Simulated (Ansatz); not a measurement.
# CdS (F-43m):S_Cd, thermodynamic levels from a 54-atom cell

Charge states of S_Cd in CdS (F-43m), set against the band edges. Model: a cell of 54 host atoms with 1 Cd taken out and 1 S put in.

Method: place-levels on r2SCAN runs: charge-transition levels and formation energies with image-charge correction and potential alignment at the atomic sites; PAW set soft_1, in Ansatz 0.2.0.

## 1. The starting structure

The cell holds 54 atoms: 26 Cd and 28 S. Its edges and angles: a = 12.471 Å, b = 12.471 Å, c = 12.471 Å, α = 60.0°, β = 60.0°, γ = 60.0°. It derives from CdS (space group F-43m). Nearest the centre at fractional (0.667, 0.333, 0.667): S47 at 0.00 Å, S40 at 2.55 Å, S22 at 2.55 Å, S28 at 2.55 Å, S24 at 2.55 Å, Cd45 at 4.16 Å, Cd37 at 4.16 Å, Cd51 at 4.16 Å.

The host's dielectric constants go in as inputs: 6.49 for the electrons alone, 10.34 with the ions, computed on the host (DFPT, PBEsol, on the r2SCAN cell), and a cell off the functional's own equilibrium shifts the ionic part.

The cell's shortest repeat is 12.5 Å.

## 2. Charge states

A transition level is the Fermi level at which two charge states cost the same, so each charge needs its own total energy, at its own relaxed structure.

Random displacements of about 0.05 Å break the site symmetry at the start, so that the relaxation can reach a distorted minimum if there is one. Forces are taken at one point at (¼, ¼, ¼). The cell holds 2 electrons more than the neutral one, with a uniform background that keeps it neutral on the whole.

The sampling was tested on the host first: at the k-points planned (1x1x1 shifted 0.25 0.25 0.25) its energy lies 0.033 eV an atom from the dense-mesh value, so the final energies take a denser sampling.

One state's input; the others differ in charge, spin, start and seed, and in occupations where the table says so.

qm2.relax_smeared/input.yaml reads:

```yaml
crystal:
  lattice:
    - [0.0, 8.81802939, 8.81802939]
    - [8.81802939, 0.0, 8.81802939]
    - [8.81802939, 8.81802939, 0.0]
  atoms:
    - { symbol: Cd, position: [0.0, 0.0, 0.0] }
    - { symbol: S, position: [0.25, 0.25, 0.25] }
[... 2 atom lines left out ...]
    - { symbol: Cd, position: [0.0, 0.0, 0.66666667] }
[... 3 atom lines left out ...]
    - { symbol: Cd, position: [0.0, 0.33333333, 0.33333333] }
    - { symbol: S, position: [0.25, 0.58333333, 0.58333333] }
    - { symbol: Cd, position: [0.0, 0.33333333, 0.66666667] }
[... 10 atom lines left out ...]
    - { symbol: S, position: [0.58333333, 0.25, 0.58333333] }
[... 1 atom line left out ...]
    - { symbol: S, position: [0.58333333, 0.25, 0.91666667] }
    - { symbol: Cd, position: [0.33333333, 0.33333333, 0.0] }
[... 2 atom lines left out ...]
    - { symbol: S, position: [0.58333333, 0.58333333, 0.58333333] }
    - { symbol: Cd, position: [0.33333333, 0.33333333, 0.66666667] }
[... 5 atom lines left out ...]
    - { symbol: Cd, position: [0.33333333, 0.66666667, 0.66666667] }
[... 1 atom line left out ...]
    - { symbol: Cd, position: [0.66666667, 0.0, 0.0] }
[... 2 atom lines left out ...]
    - { symbol: S, position: [0.91666667, 0.25, 0.58333333] }
    - { symbol: Cd, position: [0.66666667, 0.0, 0.66666667] }
    - { symbol: S, position: [0.91666667, 0.25, 0.91666667] }
    - { symbol: Cd, position: [0.66666667, 0.33333333, 0.0] }
[... 1 atom line left out ...]
    - { symbol: Cd, position: [0.66666667, 0.33333333, 0.33333333] }
[... 1 atom line left out ...]
    - { symbol: S, position: [0.66666667, 0.33333333, 0.66666667] }
[... 3 atom lines left out ...]
    - { symbol: Cd, position: [0.66666667, 0.66666667, 0.33333333] }
[... 1 atom line left out ...]
    - { symbol: Cd, position: [0.66666667, 0.66666667, 0.66666667] }
    - { symbol: S, position: [0.91666667, 0.91666667, 0.91666667] }
  host:
    repeats: [3, 3, 3]
    atoms:
      - { symbol: Cd, position: [0.0, 0.0, 0.0] }
      - { symbol: S, position: [0.75, 0.75, 0.75] }
total_charge: -2
basis:
  ecutwfc: 500
  xc_grid: 2
hamiltonian:
  xc: r2scan
  pseudopotentials: { kind: paw, azcp: { folder: soft_1 } }
kpoints:
  mp_grid: { grid: [1, 1, 1], shift: [0.25, 0.25, 0.25] }
scf:
  occupations: { method: fermi_dirac, width: 0.01 }
  max_iter: 100
output:
  forces: true
  charged_corrections:
    epsilon: 6.49
    static_epsilon: 10.34
    defect_position: [0.666667, 0.333333, 0.666667]
relax:
  f_tol: 0.02
  max_steps: 80
  random_displacement: { amplitude: 0.05, seed: 2303 }
checkpoint:
  write: "../qm2.relax_smeared.run"
  compress: false
  write_wavefunctions: true
  write_every: 100000
```

Command:

```
> ansatz run input.yaml --threads 5 --pin off --max-ram 37683MiB --backend cuda --events-out ev --progress --plain --runs-dir out
```

The relaxed structure is kept and the sampling changed to a 2×2×2 shifted mesh.

The run of this state that the levels use, under r2SCAN:

qm2.point/input.yaml reads:

```yaml
crystal:
  checkpoint: "../qm2.relax_smeared.run"
  host: checkpoint
total_charge: -2
basis:
  ecutwfc: 500
  xc_grid: 2
hamiltonian:
  xc: r2scan
  pseudopotentials: { kind: paw, azcp: { folder: soft_1 } }
kpoints:
  mp_grid: { grid: [2, 2, 2], shift: [0.5, 0.5, 0.5] }
scf:
  occupations: { method: fermi_dirac, width: 0.01 }
  max_iter: 100
output:
  forces: true
  eigenvalues: true
  charged_corrections:
    epsilon: 6.49
    static_epsilon: 10.34
    defect_position: [0.666667, 0.333333, 0.666667]
  eigenstates: { localisation: true }
  populations: true
checkpoint:
  read: "../qm2.relax_smeared.run"
  write: "../qm2.point.run"
  compress: false
  write_wavefunctions: false
  write_every: 100000
```

Relaxations under r2SCAN at one point at (¼, ¼, ¼); times on 1 × NVIDIA H100 80GB HBM3 with 5 threads of AMD EPYC 7R13 (Zen 3), shared host:

| charge | moment (μB) | occupations | outcome | steps | largest displacement against the far atoms (Å) | time |
| --- | --- | --- | --- | --- | --- | --- |
| −2 | 0 | fixed | not converged | - | - | 6.9 s |
| −2 | 0 | fermi-dirac | converged | 21 | 1.94 | 30 s |
| −1 | 1 | fixed | converged | 10 | 1.20 | 29 s |
| 0 | 0 | fixed | not converged | - | - | 6.5 s |
| 0 | 0 | fermi-dirac | converged | 13 | 0.89 | 18 s |
| +1 | 1 | fixed | converged | 13 | 0.52 | 38 s |
| +2 | 0 | fixed | converged | 14 | 0.59 | 25 s |
| −2 | 2 | fixed | converged | 19 | 1.24 | 42 s |
| 0 | 2 | fixed | converged | 10 | 0.81 | 26 s |
| +2 | 2 | fixed | converged | 19 | 0.43 | 60 s |

Single points under r2SCAN at a 2×2×2 shifted mesh; times on 1 × NVIDIA H100 80GB HBM3 with 5 threads of AMD EPYC 7R13 (Zen 3), shared host:

| charge | moment (μB) | occupations | outcome | time |
| --- | --- | --- | --- | --- |
| −2 | 0 | fermi-dirac | converged | 14 s |
| −1 | 1 | fermi-dirac | converged | 28 s |
| 0 | 0 | fermi-dirac | converged | 13 s |
| +1 | 1 | fermi-dirac | converged | 28 s |
| +2 | 0 | fermi-dirac | converged | 12 s |
| −2 | 2 | fermi-dirac | converged | 28 s |
| 0 | 2 | fermi-dirac | converged | 50 s |
| +2 | 2 | fermi-dirac | converged | 40 s |

Distances (Å) from S47 to the nearest atoms after relaxation with r2SCAN:

| charge | moment (μB) | 1. | 2. | 3. | 4. | 5. | 6. |
| --- | --- | --- | --- | --- | --- | --- | --- |
| −2 | 0 | S 2.19 | Cd 2.58 | Cd 2.62 | S 2.98 | S 3.65 | S 3.72 |
| −2 | 2 | Cd 2.61 | S 2.72 | S 2.72 | S 3.02 | S 3.46 | Cd 3.56 |
| −1 | 1 | S 2.09 | S 2.84 | S 2.85 | Cd 3.19 | S 3.40 | Cd 3.68 |
| 0 | 0 | S 2.14 | S 2.19 | S 2.81 | S 3.32 | Cd 3.53 | Cd 3.56 |
| 0 | 2 | S 2.04 | S 2.87 | S 2.87 | S 2.89 | Cd 3.62 | Cd 3.79 |
| +1 | 1 | S 2.10 | S 2.10 | S 2.93 | S 2.96 | Cd 3.83 | Cd 3.83 |
| +2 | 0 | S 2.00 | S 2.13 | S 2.70 | S 2.72 | Cd 3.98 | Cd 4.14 |
| +2 | 2 | S 2.04 | S 2.08 | S 2.96 | S 3.00 | Cd 3.94 | Cd 3.95 |

## 3. Levels against the band edges, r2SCAN

A charged cell interacts with its images and the background, and its potential has another zero than the host's. place-levels removes the first by a point-charge model, screened by the static dielectric constant since the ions have relaxed around the charge, and the second by comparing potentials at atoms far from the defect.

The host is a run of the defect-free crystal in the same cutoffs, grids and k-points, so that basis and sampling errors cancel in part in the differences. The host is run in a cell of 2 atoms on a matching mesh. Its band edges are searched through the zone by a band path, so the gap is smaller than, or equal to, that on the mesh. Chemical potentials are energies per atom of Cd (hcp) and S (S12 rings, Pnnm, not the stable S8 form), run with the same functional and cutoff.

levels.point.yaml reads:

```yaml
host:
  run: host.point.run
states: [qm2.point.run, qm1_M1.point.run, q0.point.run, qp1_M1.point.run, qp2.point.run, qm2_M2.point.run, q0_M2.point.run, qp2_M2.point.run]
geometry_from:
  qm2.point.run: qm2.relax_smeared.run
  qm1_M1.point.run: qm1_M1.relax.run
  q0.point.run: q0.relax_smeared.run
  qp1_M1.point.run: qp1_M1.relax.run
  qp2.point.run: qp2.relax.run
  qm2_M2.point.run: qm2_M2.relax.run
  q0_M2.point.run: q0_M2.relax.run
  qp2_M2.point.run: qp2_M2.relax.run
  host.point.run: host.relax.run
chemical_potentials:
  Cd:
    energy: -8268.253598
    dataset: "<sha256 of the dataset>"
  S:
    energy: -905.804739
    dataset: "<sha256 of the dataset>"
epsilon: 6.49
static_epsilon: 10.34
vertical:
  - { from: qm2.point.run, to: qm2.point_neutral.run }
  - { from: qm1_M1.point.run, to: qm1_M1.point_neutral.run }
  - { from: qp1_M1.point.run, to: qp1_M1.point_neutral.run }
  - { from: qp2.point.run, to: qp2.point_neutral.run }
  - { from: qm2_M2.point.run, to: qm2_M2.point_neutral.run }
  - { from: qp2_M2.point.run, to: qp2_M2.point_neutral.run }
```

Command:

```
> ansatz place-levels levels.point.yaml -- --threads 5 --pin off --max-ram 37683MiB
```

Numbers of over 12 decimals in the logs are rounded to 6 here.

Output:

```text
[... repeated set-up lines and file paths are left out, and long positions are rounded to six places ...]
(+2/+1) 0.089 eV beneath the valence edge, in the valence band
(+1/0) 0.435 eV above the valence edge, 1.102 eV under the conduction edge
(0/-1) 1.325 eV above the valence edge, 0.213 eV under the conduction edge
(-1/-2) 1.571 eV above the valence edge, in the conduction band
formation energy of charge +2: +3.529 eV with the Fermi level at the valence edge
formation energy of charge +1: +3.441 eV with the Fermi level at the valence edge
formation energy of charge 0: +3.876 eV with the Fermi level at the valence edge
formation energy of charge -1: +5.200 eV with the Fermi level at the valence edge
formation energy of charge -2: +6.771 eV with the Fermi level at the valence edge
vertical -2 to 0: no energy, since no alignment is typed
  the change from vertical[0].from (qm2.point.run) to vertical[0].to (qm2.point_neutral.run): by its potential at epsilon 6.49 it stands at 0.591 0.525 0.587, with an rms radius of about 3.6 Å (2.0 2.6 1.6 Å across the planes of the cell's vectors); [...]
vertical -1 to 0: no energy, since no alignment is typed
  the change from vertical[1].from (qm1_M1.point.run) to vertical[1].to (qm1_M1.point_neutral.run): by its spins about the atoms it stands at 0.662 0.328 0.735, with an rms radius of about 2.6 Å (1.4 1.4 1.7 Å across the planes of the cell's vectors); [...]
vertical +1 to 0: no energy, since no alignment is typed
  the change from vertical[2].from (qp1_M1.point.run) to vertical[2].to (qp1_M1.point_neutral.run): by its potential at epsilon 6.49 it stands at 0.642 0.309 0.606, with an rms radius of about 0.8 Å (0.5 0.5 0.4 Å across the planes of the cell's vectors); [...]
vertical +2 to 0: no energy, since no alignment is typed
[...]
of states[0] (qm2.point.run): it parts from the run at its places by a charge that spreads by about 2.6 Å along one vector (1.8 Å or more is wide), by its potential at epsilon 6.49, taken for that of held ions (one typed too small widens it), where the cell [...]
  of states[7] (qp2_M2.point.run): it parts from the run that its charge is read beside by 2 carriers, of which the mean alone is read, by its potential at epsilon 6.49, taken for that of held ions (one typed too small widens it): that is narrow, but one of [...]
  of states[6] (q0_M2.point.run): stability_check_not_made
  of states[5] (qm2_M2.point.run): it parts from the run that its charge is read beside by 2 carriers, of which the mean alone is read, by the spins about the atoms: that is narrow, but one of them can be a band state's beside narrower ones, where a level is [...]
  of vertical[0].from (qm2.point.run): it parts from the run at its places by a charge that spreads by about 2.6 Å along one vector (1.8 Å or more is wide), by its potential at epsilon 6.49, taken for that of held ions (one typed too small widens it), where [...]
  vertical[0].to (qm2.point_neutral.run): levels filled in part (TS 0.011 eV): its energy is of no whole electron's
  of vertical[1].from (qm1_M1.point.run): stability_check_not_made
  vertical[1].to (qm1_M1.point_neutral.run): levels filled in part (TS 0.001 eV): its energy is of no whole electron's
  of vertical[2].from (qp1_M1.point.run): stability_check_not_made
  of vertical[3].from (qp2.point.run): it parts from the run that its charge is read beside by 2 carriers, of which the mean alone is read, by its potential at epsilon 6.49, taken for that of held ions (one typed too small widens it): that is narrow, but one [...]
  vertical[3].to (qp2.point_neutral.run): levels filled in part (TS 0.006 eV): its energy is of no whole electron's
  of vertical[4].from (qm2_M2.point.run): stability_check_not_made; [...]
  of vertical[5].from (qp2_M2.point.run): stability_check_not_made; [...]
```

Wall time 0.7 s (5 threads of AMD EPYC 7R13 (Zen 3), shared host).

Levels between the charges placed, in eV above the valence top:

|  | gap (eV) | (+2/+1) | (+1/0) | (0/−1) | (−1/−2) |
| --- | --- | --- | --- | --- | --- |
| r2SCAN | 1.54 | -0.09 | 0.43 | 1.32 | 1.57 |

Corrections by state:

| charge | moment (μB) | image terms and alignment (eV) | band filling (eV) | ε used | over the lowest of its charge, as the program ranks them, band filling apart (eV) |
| --- | --- | --- | --- | --- | --- |
| +2 | 0.0 | 0.343 | - | 10.34 | 0.000 |
| +1 | 1.0 | 0.011 | - | 10.34 | 0.000 |
| 0 | 0.0 | 0.000 | - | - | 0.000 |
| −1 | 1.0 | 0.324 | - | 10.34 | 0.000 |
| −2 | 0.0 | 0.946 | - | 10.34 | 0.000 |
| +2 | 2.0 | 0.301 | - | 10.34 | 0.216 |
| 0 | 2.0 | 0.000 | - | - | 0.265 |
| −2 | 2.0 | 0.891 | - | 10.34 | 1.370 |

The charged structures listed were also run neutral, and place-levels reads from each pair, by the potential or the spins, how wide the charge is by which they differ; that can be the carrier of either run.

| charge | rms radius (Å) | spread where it is widest against the cell (Å) | wide from (Å) | reading |
| --- | --- | --- | --- | --- |
| +2 | 2.2 | 1.45 | 1.76 | narrow |
| +1 | 0.8 | 0.46 | 1.76 | narrow |
| −1 | 2.6 | 1.68 | 1.76 | narrow |
| −2 | 3.6 | 2.56 | 1.76 | wide |

The neutral runs of these pairs need not share the spin of the lowest neutral state, and very wide values only mean spread over the cell.

From the program's caveats on the states, each cut to its opening words:

- charge +2, +2 (2 μB): it parts from the run that its charge is read beside by 2 carriers, of which the mean alone is read, by its potential at epsilon 6.49, taken for that of held [...]
- charge +2: its alignment with the host at atomic sites is doubtful: the mean over the far sites moves by -0.1029 eV from their farther parts to their nearer, more than [...]
- charge +1 (1 μB): its alignment with the host at atomic sites is doubtful: the mean over the far sites moves by -0.0549 eV from their farther parts to their nearer, more than [...]
- charge +1 (1 μB): the far atoms show a dipole or second moment of the defect's charge, for which the correction takes or leaves out 0.056 eV: further moments aren't read, and [...]
- charge +1 (1 μB), −1 (1 μB), +2 (2 μB), 0 (2 μB), −2 (2 μB): flagged: stability check not made
- charge 0: the far atoms show a dipole or second moment of the defect's charge, for which the correction takes or leaves out 0.055 eV: further moments aren't read, and [...]
- charge 0: its sublattices stand up to 0.0110 Å off the host's, which by the two runs' forces adds about +0.02 eV to its energy against the host's, and moves the band [...]
- charge −1 (1 μB): its alignment with the host at atomic sites is doubtful: the mean over the far sites moves by +0.0654 eV from their farther parts to their nearer, more than [...]
- charge −2: it parts from the run at its places by a charge that spreads by about 2.6 Å along one vector (1.8 Å or more is wide), by its potential at epsilon 6.49, taken [...]
- charge −2: its alignment with the host at atomic sites is doubtful: a part of the defect, S at [0.5002, 0.6958, 0.5712], stands 3.72 Å off the defect's place or the [...]
- charge −2: its alignment with the host at atomic sites is doubtful: the mean over the far sites moves by +0.1287 eV from their farther parts to their nearer, more than [...]
- charge +2 (2 μB): its alignment with the host at atomic sites is doubtful: the mean over the far sites moves by -0.1381 eV from their farther parts to their nearer, more than [...]
- charge −2 (2 μB): it parts from the run that its charge is read beside by 2 carriers, of which the mean alone is read, by the spins about the atoms: that is narrow, but one of [...]
- charge −2 (2 μB): its alignment with the host at atomic sites is doubtful: the mean over the far sites moves by +0.1963 eV from their farther parts to their nearer, more than [...]

The host's formation energy from the elements is -0.806 eV per atom; it sets how far the chemical potentials can move.

Limit set by the element alone; other compounds of these elements are not counted. Chemical potentials from the elements' reference states: Cd 0.00 eV, S -1.61 eV. Formation energy by charge state (Cd-rich; gap 1.54 eV):

| charge | at valence top (eV) | at conduction bottom (eV) | correction included (eV) |
| --- | --- | --- | --- |
| +2 | 5.14 | 8.22 | 0.34 |
| +1 | 5.05 | 6.59 | 0.01 |
| 0 | 5.49 | 5.49 | 0.00 |
| −1 | 6.81 | 5.27 | 0.32 |
| −2 | 8.38 | 5.31 | 0.95 |

```tsv
Fermi level (eV)	lowest formation energy (eV)
0.00	5.05
0.14	5.19
0.28	5.33
0.42	5.47
0.56	5.49
0.70	5.49
0.84	5.49
0.98	5.49
1.12	5.49
1.26	5.49
1.40	5.41
1.54	5.27
```

Limit set by the element alone; other compounds of these elements are not counted. Chemical potentials from the elements' reference states: S 0.00 eV, Cd -1.61 eV. Formation energy by charge state (S-rich; gap 1.54 eV):

| charge | at valence top (eV) | at conduction bottom (eV) | correction included (eV) |
| --- | --- | --- | --- |
| +2 | 1.92 | 4.99 | 0.34 |
| +1 | 1.83 | 3.37 | 0.01 |
| 0 | 2.26 | 2.26 | 0.00 |
| −1 | 3.59 | 2.05 | 0.32 |
| −2 | 5.16 | 2.09 | 0.95 |

Fermi level (eV), lowest formation energy (eV) and a bar from the least value:
```
     0.00       1.83 
     0.14       1.97 ##########
     0.28       2.11 ###################
     0.42       2.25 #############################
     0.56       2.26 ##############################
     0.70       2.26 ##############################
     0.84       2.26 ##############################
     0.98       2.26 ##############################
     1.12       2.26 ##############################
     1.26       2.26 ##############################
     1.40       2.19 #########################
     1.54       2.05 ###############
```

## 4. Outcome

```
gap of the host                                                          : 1.54 eV (r2SCAN)
level (plus 2/plus 1)                                                    : 0.09 eV below the valence top
level (plus 1/0)                                                         : 0.43 eV above the valence top
level (0/minus 1)                                                        : 1.32 eV above the valence top
level (minus 1/minus 2)                                                  : 1.57 eV above the valence top, past the conduction bottom
lowest of the charges placed, just above the valence top (0.02 eV)       : +1
lowest of the charges placed, just below the conduction bottom (0.02 eV) : −1
lowest formation energy at mid-gap of the charges run, Cd-rich           : 5.49 eV
lowest formation energy at mid-gap of the charges run, S-rich            : 2.26 eV
```

In words: Of the charges placed (−2, −1, 0, +1 and +2), the lowest changes at 0.43 eV (+1/0) and 1.32 eV (0/−1) above the valence top, in a gap of 1.54 eV. (0/−1) lies nearer to a band edge than the share of the finite-size correction in it (0.32 eV), and that correction holds for a localised charge alone. (+2/+1) and (−1/−2) lie 0.09 and 0.03 eV from a band edge, less than the doubt on such levels. States placed: +2 at 0 μB and 2 μB; +1 at 1 μB; 0 at 0 μB and 2 μB; −1 at 1 μB; −2 at 0 μB and 2 μB. Other spin states or structures, where not listed, weren't placed. At charge −2, −1 and 0 the atom put in ends up to 1.9 Å from its starting place, so the name tells the start alone and the levels can join different sites. The program doubts the alignment of potentials for at least one state, a sign that the cell is small. Limits: r2SCAN makes the gap too small and tends to spread out bound carriers; spin–orbit coupling, which can matter with heavy atoms, is left out; force components of up to 0.23 eV/Å remain in a run at the final settings.

[Logs are printed without paths, hosts, clocks, repeated set-up lines and the standing remarks that a program may print on its own settings, such as how far it seeks lower states.]

[Hosts, paths, dates, database ids (printed as entryN), source tags and the programs' standing remarks are cut or masked in the printed files.]

[Where a table of states has a column of steps, it counts the stored structures, which are thinned; the runs took as many ionic steps or more.]

[A defect's name tells the site on which it was built; relaxed atoms can leave that site.]

[For some hosts the program warned that the k-mesh of the response run may be too coarse for force constants and the static dielectric constant; such warnings are not shown here.]
